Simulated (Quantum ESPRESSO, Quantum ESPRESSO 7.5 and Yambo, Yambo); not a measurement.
# PbO (P4/nmm): G0W0 with and without spin-orbit coupling

Is the spin-orbit change of the gap of PbO (P4/nmm) the same in DFT and in GW?

Calculated with Quantum ESPRESSO 7.5 and Yambo 5.3.0; PBE and many-body steps on it, plane waves.

This is a report of a sequence of runs, with most program output left out.

The database entry behind the starting cell differs from later determinations by our own check (c about 1 % long), so it need not match the best structure at ambient conditions.

## 1. The starting structure

It takes space group P4/nmm (No. 129, tetragonal). The conventional cell has a = 3.960 Å, b = 3.960 Å, c = 5.070 Å, α = 90.00°, β = 90.00°, γ = 90.00°. Nearest to Pb lie 4 O at 2.32 Å. Nearest to O lie 4 Pb at 2.32 Å. Farther neighbours and most contacts between anions are not listed.

The cell and positions come from the Crystallography Open Database and are kept as given unless a step says otherwise. Spin-orbit coupling is left out unless a step names it.

## 2. Empty states on the mesh, 4×4×2 mesh, 163 bands

This step: Quantum ESPRESSO 7.5; DFT, PBE, plane waves, norm-conserving pseudopotentials.

The sums over transitions need many empty states on a uniform mesh; this step solves for them.

The input, pw.in:

```
&control
  calculation = 'nscf'
  prefix = 'x'
  outdir = 'o'
  pseudo_dir = 'pseudo'
/
&system
  ibrav = 0
  nat = 4
  ntyp = 2
  ecutwfc = 76.0
  nbnd = 163
  force_symmorphic = .true.
/
&electrons
  conv_thr = 1e-9
  electron_maxstep = 80
  diago_full_acc = .true.
  diago_thr_init = 5e-6
/
ATOMIC_SPECIES
  Pb 207.2 Pb.upf
  O 15.999 O.upf
CELL_PARAMETERS angstrom
  3.9600000000 0.0000000000 0.0000000000
  0.0000000000 3.9600000000 0.0000000000
  0.0000000000 0.0000000000 5.0700000000
ATOMIC_POSITIONS crystal
  Pb 0.0000000000 0.5000000000 0.2385140000
  Pb 0.5000000000 0.0000000000 0.7614860000
  O 0.0000000000 0.0000000000 0.0000000000
  O 0.5000000000 0.5000000000 0.0000000000
K_POINTS automatic
  4 4 2 0 0 0
```

Run with:

```bash
OMP_NUM_THREADS=1 mpirun -n 8 pw.x -nk 4 -in pw.in > pw.out
```

The job ended after 13 s (8 MPI ranks of Arm Neoverse V2, shared host; peak memory 0.73 GiB; 1.8 min of CPU time).

This step gave:

```yaml
gap: 1.140 eV
k_of_the_valence_top: 0, 0, 0
k_of_the_conduction_bottom: -0.5, -0.5, 0
least_direct_gap: 2.140 eV
k_points_computed: 12
lowest_point_of_the_top_converged_band_above_the_valence_top: 73.0601 eV
```

On this mesh the gap is 1.140 eV.

The density comes from a self-consistent run that is not shown.

## 3. Conversion and set-up

This step: Yambo 5.3.0; conversion and set-up on PBE, plane waves, norm-conserving pseudopotentials.

The states are converted to the many-body program's format and the q mesh is built.

Run with:

```bash
(cd o/x.save; p2y > p2y.log; mv SAVE ../..); yambo > setup.log
```

Elapsed: 2.2 s, on 1 MPI rank; peak memory 0.24 GiB.

## 4. Scalar-relativistic

G0W0 replaces the xc potential by the self-energy, built once from these orbitals. Only a window of levels is corrected, while the sums run over the empty bands that the input names.

This step: G0W0 on PBE, plane waves, norm-conserving pseudopotentials.

The input, gw1.in:

```
HF_and_locXC
gw0
dyson
ppa
em1d
rim_cut
RandQpts= 1000000
RandGvec= 1 RL
EXXRLvcs= 76 Ry
VXCRLvcs= 304 Ry
Chimod= "HARTREE"
% BndsRnXp
 1 | 163 |
%
NGsBlkXp= 11.5 Ry
% LongDrXp
 1 | 1 | 1 |
%
% GbndRnge
 1 | 163 |
%
DysSolver= "n"
ExtendOut
PPAPntXp= 27.21138 eV
% QPkrange
 1 | 1 | 27 | 30 |
 11 | 11 | 27 | 30 |
%
```

Run with:

```bash
OMP_NUM_THREADS=1 mpirun -n 8 yambo -F gw1.in -J gw1 -C gw1 > gw1.log
```

Run time: 2.5 min. Hardware: 8 MPI ranks; peak memory 4.7 GiB; 20 min of CPU time.

Numbers from this step:

- G0W0 gap on the points computed: 1.229 eV
- starting gap on the mesh: 1.140 eV
- k of the valence top: 0, 0, 0
- k of the conduction bottom: -0.5, -0.5, 0
- least direct G0W0 gap on the computed points: 2.111 eV
- Z at the valence top: 0.7884
- Z at the conduction bottom: 0.8360

The gap on the mesh goes from 1.14 eV to 1.23 eV, a correction of +0.09 eV.

## 5. Empty states on the mesh, 4×4×2 mesh, 326 bands

This step: Quantum ESPRESSO 7.5; DFT, PBE with spin-orbit coupling, plane waves, norm-conserving pseudopotentials.

pw.in, as its differences from that of step 2:

```diff
@@ -11,4 +11,6 @@
   ecutwfc = 76.0
-  nbnd = 163
+  nbnd = 326
   force_symmorphic = .true.
+  noncolin = .true.
+  lspinorb = .true.
 /
```

Run with:

```bash
OMP_NUM_THREADS=1 mpirun -n 8 pw.x -nk 4 -in pw.in > pw.out
```

Run time: 81 s. Hardware: 8 MPI ranks; peak memory 1.8 GiB.

Numbers from this step:

| Quantity | Value |
| --- | --- |
| gap | 1.105 eV |
| k of the valence top | 0, 0, 0 |
| k of the conduction bottom | -0.5, -0.5, 0 |
| least direct gap | 2.180 eV |
| k points computed | 12 |
| lowest point of the top converged band, above the valence top | 73.0400 eV |

On this mesh the gap is 1.105 eV.

The density comes from a self-consistent run that is not shown, made with spin-orbit coupling and fully relativistic files.

## 6. Conversion and set-up

This step: Yambo 5.3.0; conversion and set-up on PBE with spin-orbit coupling, plane waves, norm-conserving pseudopotentials.

Run with:

```bash
(cd o/x.save; p2y > p2y.log; mv SAVE ../..); yambo > setup.log
```

The job ended after 3 s (1 MPI rank; peak memory 0.24 GiB).

## 7. With spin-orbit coupling

This step: G0W0 on PBE with spin-orbit coupling, plane waves, norm-conserving pseudopotentials.

The input, gw4.in:

```
HF_and_locXC
gw0
dyson
ppa
em1d
rim_cut
RandQpts= 1000000
RandGvec= 1 RL
EXXRLvcs= 76 Ry
VXCRLvcs= 304 Ry
Chimod= "HARTREE"
% BndsRnXp
 1 | 326 |
%
NGsBlkXp= 11.5 Ry
% LongDrXp
 1 | 1 | 1 |
%
% GbndRnge
 1 | 326 |
%
DysSolver= "n"
ExtendOut
PPAPntXp= 27.21138 eV
% QPkrange
 1 | 1 | 53 | 60 |
 11 | 11 | 53 | 60 |
%
```

Run with:

```bash
OMP_NUM_THREADS=2 mpirun -n 4 yambo -F gw4.in -J gw4 -C gw4 > gw4.log
```

Wall time 9.4 min (4 MPI ranks); peak memory 6.1 GiB.

This step gave:

```
G0W0 gap on the points computed              : 1.209 eV
starting gap on the mesh                     : 1.105 eV
k of the valence top                         : 0, 0, 0
k of the conduction bottom                   : -0.5, -0.5, 0
least direct G0W0 gap on the computed points : 2.155 eV
Z at the valence top                         : 0.7870
Z at the conduction bottom                   : 0.8332
```

Against G0W0 in Yambo (4×4×2 mesh, 163 bands, screening to 156.5 eV, Godby-Needs plasmon pole), the gap moves by −0.020 eV.

## 8. Side by side

Times are wall times on the hardware named with each run, good to a factor of about two.

| run | mesh | bands | screening cutoff (eV) | DFT gap (eV) | gap on the mesh (eV) | direct (eV) | time |
| --- | --- | --- | --- | --- | --- | --- | --- |
| scalar-relativistic | 4×4×2 | 163 | 156.5 | 1.140 | 1.229 | 2.111 | 2.5 min |
| with spin-orbit coupling | 4×4×2 | 326 | 156.5 | 1.105 | 1.209 | 2.155 | 9.4 min |

## 9. Results

```json
{
  "scalar-relativistic": "1.229 eV",
  "with spin-orbit coupling": "1.209 eV",
  "known limits": "not at the basis limit; no spin-orbit coupling in some runs; coarse k mesh"
}
```

What this shows: With spin-orbit coupling: −0.020 eV against scalar-relativistic, −0.035 eV of it in the start. Bands and cutoff are finite, so the gap is not at the basis limit. The miss can reach some tenths of an eV and take either sign; the mesh is an error of its own. In the G0W0 runs levels were corrected at 2 k points alone, so a gap called «on the mesh» is the least over those, and an edge elsewhere would be missed. The 4×4×2 mesh is coarse for this cell, which bears on the long-range parts of exchange and screening.

[Paths, hosts, dates, memory and timing lines, banners, echoed tables and standing remarks are left out of the program output.]

[Logs are printed without paths, hosts, clocks, repeated set-up lines and the standing remarks that a program may print on its own settings, such as how far it seeks lower states.]

[Runs of the session that timed out or met a known fault of the program may be left out.]

[Hosts, paths, dates, database ids (printed as entryN), source tags and the programs' standing remarks are cut or masked in the printed files.]
